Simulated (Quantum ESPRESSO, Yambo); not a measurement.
# Quasiparticle gap of PtS2 (1T monolayer) in Yambo, part 2 of 2

Wanted: ground state, empty states, screening and self-energy for PtS2 (1T monolayer).

Quantum ESPRESSO 7.5 and Yambo 5.3.0; PBE and many-body steps on it, plane waves. Known limits of the many-body steps: not at the basis limit; no spin polarisation; d states lean on the start; no spin-orbit coupling.

So far. Step 3 (Bands along the symmetry lines): The gap is 1.767 eV, as in the run before at this level. Step 4 (Empty states on the mesh, 6×6×1 mesh, 92 bands): On this mesh the gap is 2.039 eV. The earlier step found 1.767 eV, so this mesh misses an edge.

## (5) Conversion and set-up

This step: Yambo 5.3.0; conversion and set-up on PBE, plane waves, norm-conserving pseudopotentials.

The states are converted to the many-body program's format and the q mesh is built.

Command:

```sh
$ (cd o/x.save; p2y > p2y.log; mv SAVE ../..); yambo > setup.log
```

Output:

```text
 Yambo, version 5.3.0

 [02] CORE Variables Setup
 =========================

  [02.01] Unit cells
  ==================

  Cell kind             :  HCP
  Atoms in the cell     :  Pt  S
  number of Pt atoms    :  1
  number of S  atoms    :  2

  List of atomic masses
  Mass of Pt    :  195.0800
  Mass of S     :  32.06000

  List of atomic coordinates    : [cc]
  Pt1       :   0.00000   0.00000  14.17295  order 1
  S1       : -0.33765E-09   3.8988       16.493      order 2
  S2       :   3.37650   1.94942  11.85264  order 3

  Alat factors          :   6.75301   5.84827  28.34589 [a.u.]
  Direct lattice volume :   1119.48    [a.u.]
  Direct lattice vectors:  A[ 1 ]  A[ 2 ]  A[ 3 ]
   A[ 1 ]:  1.000000  0.000000  0.000000  [iru]
   6.753006  0.000000  0.000000  [cc]
   A[ 2 ]: -0.500000  1.000000  0.000000  [iru]
  -3.376503  5.848275  0.000000  [cc]
   A[ 3 ]:  0.000000  0.000000  1.000000  [iru]
    0.00000   0.00000  28.34589  [cc]

  Recip. lattice volume :  0.221577 [a.u.]
  Recip. lattice vectors:  B[ 1 ]  B[ 2 ]  B[ 3 ]
   B[ 1 ]:  1.000000  0.500000  0.000000  [iku]
   0.930428  0.537183 -0.000000  [cc]
   B[ 2 ]:  0.000000  1.000000  0.000000  [iku]
   0.000000  1.074366  0.000000  [cc]
   B[ 3 ]:  0.000000  0.000000  1.000000  [iku]
   0.000000 -0.000000  0.221661  [cc]

  [02.02] Symmetries
  ==================

  Inversion symmetry    : yes
  Spatial inversion     : yes
  Inversion index       :   7
  K-space Time-reversal : no
  Magnetic symmetries   : no
  Group table correct   : yes
  Symmetries units      :  [cc]

   [S  1]:   1.0000       0.0000       0.0000      0.25178E-16   1.0000       0.0000       0.0000       0.0000       1.0000
   [S  2]:   1.0000       0.0000       0.0000      0.25178E-16  -1.0000       0.0000       0.0000       0.0000      -1.0000
   [S  3]: -0.500000  0.866025  0.000000 -0.866025 -0.500000  0.000000  0.000000  0.000000  1.000000
[...]
[S 11]:  0.500000  0.866025  0.000000  0.866025 -0.500000  0.000000  0.000000  0.000000  1.000000
   [S 12]:  0.500000 -0.866025  0.000000 -0.866025 -0.500000  0.000000  0.000000  0.000000  1.000000

  [02.03] Reciprocal space
  ========================

  nG shells         :   4653
  nG charge         :  100255
  nG WFs            :  15311
  nC WFs            :  12619
  G-vecs. in first 80 shells:  [ Number ]
     1    3    5    7    9   15   27   29   41
    53   55   67   79   81   93   95  101  113
   125  137  149  151  163  175  181  193  205
[...]
787   811   823   835   837   849   861   885
  ...
  Shell energy in first 80 shells:  [ mHa ]
[...]
4703.98      4728.93      4765.21      4815.10      4924.32      5194.18      5218.74      5243.69      5269.02
    5281.11      5292.44      5392.23      5415.28      5527.54      5587.25      5612.19      5808.35      5846.15
[...]
K/Q-points units:
  rlu = crystal or reduced units; cc = cartesian coordinates; iku = interal k-units

  K [1]          [rlu]:  0.000000  0.000000  0.000000
         WF components:  12619
  K [2]          [rlu]:  0.000000  0.166667  0.000000
         WF components:  12560
  K [3]          [rlu]:  0.000000  0.333333  0.000000
         WF components:  12540
  K [4]          [rlu]:  0.000000 -0.500000  0.000000
         WF components:  12518
  K [5]          [rlu]:  0.166667  0.166667  0.000000
         WF components:  12521
  K [6]          [rlu]:  0.166667  0.333333  0.000000
         WF components:  12506
  K [7]          [rlu]:  0.333333  0.333333  0.000000
         WF components:  12492

  [02.05] Energies & Occupations
  ==============================

  [X] === General ===
  [X] Electronic Temperature                        :  0.000000  0.000000 [eV K]
  [X] Bosonic    Temperature                        :  0.000000  0.000000 [eV K]
  [X] Finite Temperature mode                       : no
  [X] El. density                                   :  0.18084E+24 [cm-3]
  [X] Fermi Level                                   : -0.891573 [eV]

  [X] === Gaps and Widths ===
  [X] Conduction Band Min                           :  2.039184 [eV]
  [X] Valence Band Max                              :  0.000000 [eV]
  [X] Filled Bands                                  :  15
  [X] Empty Bands                                   :   16   92
  [X] Direct Gap                                    :  2.064822 [eV]
  [X] Direct Gap localized at k                     :  2
  [X] Indirect Gap                                  :  2.039184 [eV]
  [X] Indirect Gap between kpts                     :   5   2
  [X] Last valence band width                       :  1.366419 [eV]
  [X] 1st conduction band width                     :  1.156560 [eV]

  E @ K [1]:  [eV]
  -98.63536 -52.78141 -52.78141 -52.67634 -13.98564 -11.76250  -5.52509  -5.52509
[...]
occ @ K [1]
[...]
E @ K [2]:  [eV]
[...]
occ @ K [2]
[...]
E @ K [3]:  [eV]
[...]
occ @ K [3]
[...]
E @ K [4]:  [eV]
[...]
occ @ K [4]
[...]
E @ K [5]:  [eV]
[...]
occ @ K [5]
[...]
E @ K [6]:  [eV]
[...]
occ @ K [6]
[...]
E @ K [7]:  [eV]
[...]
occ @ K [7]
[...]
0.000000  0.000000  0.000000  0.000000  0.000000  0.000000  0.000000  0.000000
   0.000000  0.000000  0.000000  0.000000  0.000000  0.000000  0.000000  0.000000

 [03] Transferred momenta grid and indexing
 ==========================================

 IBZ Q-points                                      :   7
 BZ  Q-points                                      :   36

 K/Q-points units:
 rlu = crystal or reduced units; cc = cartesian coordinates; iku = interal k-units

 Q [1]          [rlu]:  0.000000  0.000000  0.000000
 Q [2]          [rlu]:  0.48455E-17  0.16667       0.0000
 Q [3]          [rlu]:  0.96910E-17  0.33333       0.0000
 Q [4]          [rlu]: -0.14536E-16 -0.50000       0.0000
 Q [5]          [rlu]:  0.166667  0.166667  0.000000
 Q [6]          [rlu]:  0.166667  0.333333  0.000000
 Q [7]          [rlu]:  0.333333  0.333333  0.000000

  [03.01] X indexes
  =================

   [03.01.01] Sigma indexes
   ========================

 [06] Game Over & Game summary
```

Elapsed: 2.9 s, on 1 MPI rank of Arm Neoverse V1, shared host; peak memory 0.25 GiB.

## (6) Screening and self-energy, 6×6×1 mesh, 92 bands, screening to 129.3 eV

G0W0 replaces the xc potential by the self-energy, built once from these orbitals. Only a window of levels is corrected, while the sums run over the empty bands that the input names.

This step: G0W0 on PBE, plane waves, norm-conserving pseudopotentials.

File gw1.in:

```
HF_and_locXC
gw0
dyson
ppa
em1d
rim_cut
rim_w
RandQpts= 3000000
RandGvec= 100 RL
CUTGeo= "slab z"
RandGvecW= 9 RL
EXXRLvcs= 76 Ry
VXCRLvcs= 304 Ry
Chimod= "HARTREE"
% BndsRnXp
 1 | 92 |
%
NGsBlkXp= 9.5 Ry
% LongDrXp
 1 | 1 | 0 |
%
% GbndRnge
 1 | 92 |
%
DysSolver= "n"
ExtendOut
PPAPntXp= 27.21138 eV
% QPkrange
 1 | 7 | 10 | 17 |
%
```

Command:

```sh
$ OMP_NUM_THREADS=1 mpirun -n 4 yambo -F gw1.in -J gw1 -C gw1 > gw1.log
```

Output:

```text
 Yambo, version 5.3.0

 [02] CORE Variables Setup
 =========================

  [... cell, symmetries and grids as in the set-up ...]

  [02.05] Energies & Occupations
  ==============================

  [X] === General ===
  [X] Electronic Temperature                        :  0.000000  0.000000 [eV K]
  [X] Bosonic    Temperature                        :  0.000000  0.000000 [eV K]
  [X] Finite Temperature mode                       : no
  [X] El. density                                   :  0.18084E+24 [cm-3]
  [X] Fermi Level                                   : -0.891573 [eV]

  [X] === Gaps and Widths ===
  [X] Conduction Band Min                           :  2.039184 [eV]
  [X] Valence Band Max                              :  0.000000 [eV]
  [X] Filled Bands                                  :  15
  [X] Empty Bands                                   :   16   92
  [X] Direct Gap                                    :  2.064822 [eV]
  [X] Direct Gap localized at k                     :  2
  [X] Indirect Gap                                  :  2.039184 [eV]
  [X] Indirect Gap between kpts                     :   5   2
  [X] Last valence band width                       :  1.366419 [eV]
  [X] 1st conduction band width                     :  1.156560 [eV]

 [03] Transferred momenta grid and indexing
 ==========================================

 IBZ Q-points                                      :   7
 BZ  Q-points                                      :   36

 K/Q-points units:
 rlu = crystal or reduced units; cc = cartesian coordinates; iku = interal k-units

 Q [1]          [rlu]:  0.000000  0.000000  0.000000
 Q [2]          [rlu]:  0.48455E-17  0.16667       0.0000
 Q [3]          [rlu]:  0.96910E-17  0.33333       0.0000
 Q [4]          [rlu]: -0.14536E-16 -0.50000       0.0000
 Q [5]          [rlu]:  0.166667  0.166667  0.000000
 Q [6]          [rlu]:  0.166667  0.333333  0.000000
 Q [7]          [rlu]:  0.333333  0.333333  0.000000

 [04] Coloumb potential Random Integration (RIM)
 ===============================================

 Performing RIM of v_slab

  [04.01] RIM initialization
  ==========================

  * Diagonal components only detected *

  8 x (sBL volume)        :  0.049239 [a.u.]
  sBZ random points       :  3000000
  Points outside the sBZ  :  24001124
  RL volume               :  0.221577 [a.u.]
  Integrated volume       :  0.221567 [a.u.]

  [04.02] RIM integrals
  =====================

  Gamma point sphere radius             :  0.042044 [a.u.]
  Points outside the sphere             :  2398760
  [Int_sBZ(q=0) 1/q^2]*(Vol_sBZ)^(-1/3) =:  7.537039
                                 should be <:  7.795600

  Summary of Coulomb integrals for non-metallic bands |Q|[au] RIM/Bare

  Q [1] 0.100000E-4 0.966832 * Q [2] 0.179061 1.019959
  Q [5] 0.310143 1.030508 * Q [3] 0.358122 1.026927
  Q [6] 0.473751 1.018421 * Q [4] 0.537183 1.015215
  Q [7] 0.620285 1.011349
  Non-periodic chartesian directions : none
  Optical renormalization            :  28.34589 [au]
  Polarizability dimension           : length

 [05] Coloumb potential CutOffslab
 =================================

 Cut directionsZ
 Slab Cutoff:Z
 Symmetry test passed : yes

 [06] Dipoles
 ============

  [06.01] Setup: observables and procedures
  =========================================

  [WARNING] [x,Vnl] slows the Dipoles computation. To neglect it rename the ns.kb_pp file

 [07] Dynamic Dielectric Matrix (PPA)
 ====================================

 [WR./gw1//ndb.pp]---------------------------------------------------------------
  Brillouin Zone Q/K grids (IBZ/BZ)                :    7   36    7   36
  RL vectors                                       :  15319 [WF]
  Coulomb cutoff potential                         : slab z
  Electronic Temperature                           :  0.000000 [K]
  Bosonic    Temperature                           :  0.000000 [K]
  PPA    diel. fun.  energies                      : Perdew, Burke & Ernzerhof(X)+Perdew, Burke & Ernzerhof(C)
  wavefunctions                                    : Perdew, Burke & Ernzerhof(X)+Perdew, Burke & Ernzerhof(C)
  Global Gauge                                     : length
  X matrix size                                    :   617
  X band range                                     :    1   92
  X e/h energy range                               : -1.000000 -1.000000 [eV]
  X Time ordering                                  : R
  X Hxc Kernel                                     : HARTREE
  X Drude frequency                                :  0.000000  0.000000
  X poles                                          :  100.0000 [o/o]
  RL vectors in the sum                            :  15319
  [r,Vnl] included                                 : yes
  Field direction                                  :  0.707107E-5  0.707107E-5   0.00000
  BZ energy Double Grid                            : no
  BZ energy DbGd points                            : 0
  BZ Q point size factor                           : -1.000000
  X Optical Averaged directions                    : none

 [08] Local Exchange-Correlation + Non-Local Fock
 ================================================

 [VXC] Plane waves :  100255
 [EXS] Plane waves :  12631

 QP @ state[ 1 ] K range:   1   7
 QP @ state[ 1 ] b range:  10  17

 [xc] Functional : Perdew, Burke & Ernzerhof(X)+Perdew, Burke & Ernzerhof(C)
 [xc] LIBXC used to calculate xc functional
  PP Number of Atomic Species                      :  2
  NLCC RL compoments                               :  100255
  PP Number of Atomic Species                      :  2
  NLCC RL compoments                               :  100255

 [xc] E_xc :  -16.11412 [Ha]
      E_xc :  -32.22824 [Ry]

  Local XC kind (lXC) : Perdew, Burke & Ernzerhof(X)+Perdew, Burke & Ernzerhof(C)
  Non-Local XC kind (nlXC) : Hartree-Fock

  Corrections @ K [1] :  [eV]
 <10|nlXC|10> = -24.88493 -0.11050E-16 <10|lXC|10> = -20.08873  0.18882E-15
 <11|nlXC|11> = -24.88490 -0.19901E-17 <11|lXC|11> = -20.08869  0.000000
 <12|nlXC|12> = -21.37041  0.11666E-18 <12|lXC|12> = -17.55065 -0.37763E-15
 <13|nlXC|13> = -14.70495 -0.33936E-17 <13|lXC|13> = -12.20647  0.18882E-15
 <14|nlXC|14> = -15.91029  0.84063E-17 <14|lXC|14> = -13.81681  0.18882E-15
 <15|nlXC|15> = -15.91028  0.68783E-18 <15|lXC|15> = -13.81681 -0.18882E-15
 <16|nlXC|16> = -13.04572  0.35412E-17 <16|lXC|16> = -16.89908  0.000000
 <17|nlXC|17> = -13.04572  0.67983E-18 <17|lXC|17> = -16.89908 -0.26368E-16

  Corrections @ K [2] :  [eV]
 <10|nlXC|10> = -22.36156 -0.69969E-17 <10|lXC|10> = -17.87912  0.000000
 <11|nlXC|11> = -23.88328 -0.21896E-17 <11|lXC|11> = -19.08192  0.18882E-15
[...]
Corrections @ K [3] :  [eV]
[...]
Corrections @ K [4] :  [eV]
[...]
Corrections @ K [5] :  [eV]
[...]
Corrections @ K [6] :  [eV]
[...]
Corrections @ K [7] :  [eV]
[...]
<13|nlXC|13> = -15.72767 -0.33230E-17 <13|lXC|13> = -12.74623  0.47204E-16
 <14|nlXC|14> = -21.63485  0.71819E-17 <14|lXC|14> = -17.90055 -0.47204E-16
 <15|nlXC|15> = -21.63485  0.51701E-17 <15|lXC|15> = -17.90055 -0.14161E-15
 <16|nlXC|16> = -12.55116 -0.16037E-17 <16|lXC|16> = -16.32412 -0.82607E-16
 <17|nlXC|17> = -12.55116 -0.14721E-17 <17|lXC|17> = -16.32412  0.18882E-15

  [08.01] Hartree-Fock occupations report
  =======================================

  [Hartree-Fock] === General ===
  [Hartree-Fock] Electronic Temperature             :  0.000000  0.000000 [eV K]
  [Hartree-Fock] Bosonic    Temperature             :  0.000000  0.000000 [eV K]
  [Hartree-Fock] Finite Temperature mode            : no
  [Hartree-Fock] El. density                        :  0.18084E+24 [cm-3]
  [Hartree-Fock] Fermi Level                        : -0.891573 [eV]

  [Hartree-Fock] === Gaps and Widths ===
  [Hartree-Fock] Conduction Band Min                :  5.412243 [eV]
  [Hartree-Fock] Valence Band Max                   : -2.381945 [eV]
  [Hartree-Fock] Filled Bands                       :  15
  [Hartree-Fock] Empty Bands                        :   16   92
  [Hartree-Fock] Direct Gap                         :  8.263301 [eV]
  [Hartree-Fock] Direct Gap localized at k          :   5
  [Hartree-Fock] Indirect Gap                       :  7.794188 [eV]
  [Hartree-Fock] Indirect Gap between kpts          :  1  2
  [Hartree-Fock] Last valence band width            :  2.061270 [eV]
  [Hartree-Fock] 1st conduction band width          :  1.636858 [eV]

 [09] Dyson equation: Newton solver
 ==================================

  [09.01] RIM-W interpolation
  ===========================

  [WARNING] RIM-W works only for 2D semiconductors with slab cutoff
  Found compatible q grid: 2D
  q_min[ 1 ]:  0.16667      0.47076E-13   0.0000     [rlu]
   0.166667  0.083333  0.000000 [iku]
  q_min[ 2 ]:  0.48455E-17  0.16667       0.0000     [rlu]
   0.48455E-17  0.16667       0.0000     [iku]
  G-vectors :   9
  G-vectors loaded:   63
  Number of interpolated frequencies:  2

  Evaluating coefficients q = 0
  Evaluating coefficients q = 0

  [09.02] RIM-W integrals
  =======================

  8 x (sBL volume)        :  0.049239 [a.u.]
  sBZ random points       :  3000000
  Points outside the sBZ  :  24001124
  RL volume               :  0.221577 [a.u.]
  Integrated volume       :  0.221567 [a.u.]

  [09.03] RIM integrals
  =====================

  Comparison between head Wc = W - v averages: < Wc > [au] RIM-W/RIM

   < -Wc [Q = 1] > 0.356710E-1 0.438612E-4 * < -Wc [Q = 2] > 0.005431 0.005241
   < -Wc [Q = 3] > 0.971386E-3 0.951466E-3 * < -Wc [Q = 4] > 0.324571E-3 0.321016E-3
   < -Wc [Q = 5] > 0.001425 0.001391 * < -Wc [Q = 6] > 0.458049E-3 0.452373E-3
   < -Wc [Q = 7] > 0.211388E-3 0.209106E-3

  Comparison between head Wc = W - v averages: < Wc > [au] RIM-W/RIM

   < -Wc [G = 1,G`=0] > 0.356710E-1 0.438612E-4 * < -Wc [G = 2,G`=0] >-0.002268 0.000000
   < -Wc [G = 3,G`=0] >-0.002268 0.000000 * < -Wc [G = 4,G`=0] > 0.488478E-4  0.00000
   < -Wc [G = 5,G`=0] > 0.488045E-4  0.00000 * < -Wc [G = 6,G`=0] > 0.117119E-3  0.00000
   < -Wc [G = 7,G`=0] > 0.117158E-3  0.00000 * < -Wc [G = 8,G`=0] >-0.308846E-4  0.00000
   < -Wc [G = 9,G`=0] >-0.308858E-4  0.00000

 [10] G0W0 (W PPA)
 =================

 [  GW  ] Bands range     :    1   92
 [GW/PPA] G damping       :  0.100000 [eV]

 QP @ state[ 1 ] K range:   1   7
 QP @ state[ 1 ] b range:  10  17

  Sc/G bands                                       :    1   92
  Sc/G damping                                     :  0.100000 ev
  Sc bands terminator                              : no
  Sx RL components                                 :  12631

  QP @ state[ 1 ] K range                          :   1   7
  QP @ state[ 1 ] b range                          :  10  17
  GF energies kind                                 : Perdew, Burke & Ernzerhof(X)+Perdew, Burke & Ernzerhof(C)
  GF WF`s kind                                     : Perdew, Burke & Ernzerhof(X)+Perdew, Burke & Ernzerhof(C)
  Xs energies kind                                 : Perdew, Burke & Ernzerhof(X)+Perdew, Burke & Ernzerhof(C)
  Xs WF`s kind                                     : Perdew, Burke & Ernzerhof(X)+Perdew, Burke & Ernzerhof(C)

 [14] Game Over & Game summary
```

The job ended after 14 min (4 MPI ranks; peak memory 2.7 GiB).

This step gave:

- G0W0 gap on the mesh: 3.297 eV
- starting gap on the mesh: 2.039 eV
- k of the valence top: 0, 0.1667, 0
- k of the conduction bottom: 0, 0.1667, 0
- least direct G0W0 gap on the computed points: 3.297 eV
- Z at the valence top: 0.7463
- Z at the conduction bottom: 0.7534

The gap on the mesh goes from 2.04 eV to 3.30 eV, a correction of +1.26 eV. The start differs from the 1.77 eV found before because the two sample other k points.

Limits: finite bands, cutoff and mesh; no spin polarisation; d states lean on the start; no spin-orbit coupling. v1 is the top filled band, c1 the lowest empty one. Levels before and after the correction, in eV, zero at the valence-band top of each column:

```
           conduction bottom  valence top
Kohn-Sham               2.04         0.00
     G0W0               3.30         0.00
```

```
                    level  energy (eV)
Kohn-Sham  (0 0.167 0) v4       -1.710
Kohn-Sham  (0 0.167 0) v3       -0.257
Kohn-Sham  (0 0.167 0) v2       -0.225
Kohn-Sham  (0 0.167 0) v1       -0.026
Kohn-Sham  (0 0.167 0) c1        2.039
Kohn-Sham  (0 0.167 0) c2        2.864
     G0W0  (0 0.167 0) v4       -1.666
     G0W0  (0 0.167 0) v3       -0.555
     G0W0  (0 0.167 0) v2       -0.316
     G0W0  (0 0.167 0) v1        0.000
     G0W0  (0 0.167 0) c1        3.297
     G0W0  (0 0.167 0) c2        4.202
```

## (7) Where the time went

Times are wall times on the hardware named with each run, good to a factor of about two.

```
                          step    time  share  memory (GiB)
                  ground state    26 s    3 %          0.59
bands along the symmetry lines    14 s    1 %          0.41
      empty states on the mesh    25 s    3 %          0.71
         conversion and set-up   2.9 s    0 %          0.25
     screening and self-energy  14 min   93 %           2.7
```

## (8) Summary of results

| Quantity | Value |
| --- | --- |
| PBE gap | 1.77 eV, indirect |
| G0W0 gap on the mesh | 3.30 eV |
| G0W0 gap over the zone (rigid shift) | 3.02 eV |
| GW settings | 6×6×1 mesh, 92 bands, screening to 129.3 eV, Godby-Needs plasmon pole |
| known limits | not at the basis limit; no spin polarisation; d states lean on the start; no spin-orbit coupling |

What this shows: G0W0 moves the gap on the mesh from 2.04 eV to 3.30 eV (+1.26 eV), with Z of 0.75 and 0.75 at the edges. The mesh misses the band edges by 0.27 eV in all; a rigid shift gives 3.02 eV for the zone. The dearest step here is «screening and self-energy». Bands and cutoff are finite, so the gap is not at the basis limit. The miss can reach some tenths of an eV and take either sign; the mesh is an error of its own. A denser mesh or path gives a starting gap of 1.77 eV: the GW mesh misses a band edge, so its gaps are not the fundamental one. The runs have no spin polarisation. For a closed low-spin shell that is the natural state; where a d or f shell is open it is a constraint, and the gap is then not the crystal's own. With d states at the gap, one-shot GW leans hard on its start. The many-body steps are scalar-relativistic: spin-orbit coupling is not in them.

[Paths, hosts, dates, memory and timing lines, banners, echoed tables and standing remarks are left out of the program output.]

[Logs are printed without paths, hosts, clocks, repeated set-up lines and the standing remarks that a program may print on its own settings, such as how far it seeks lower states.]

[Runs of the session that timed out or met a known fault of the program may be left out.]

[Hosts, paths, dates, database ids (printed as entryN), source tags and the programs' standing remarks are cut or masked in the printed files.]
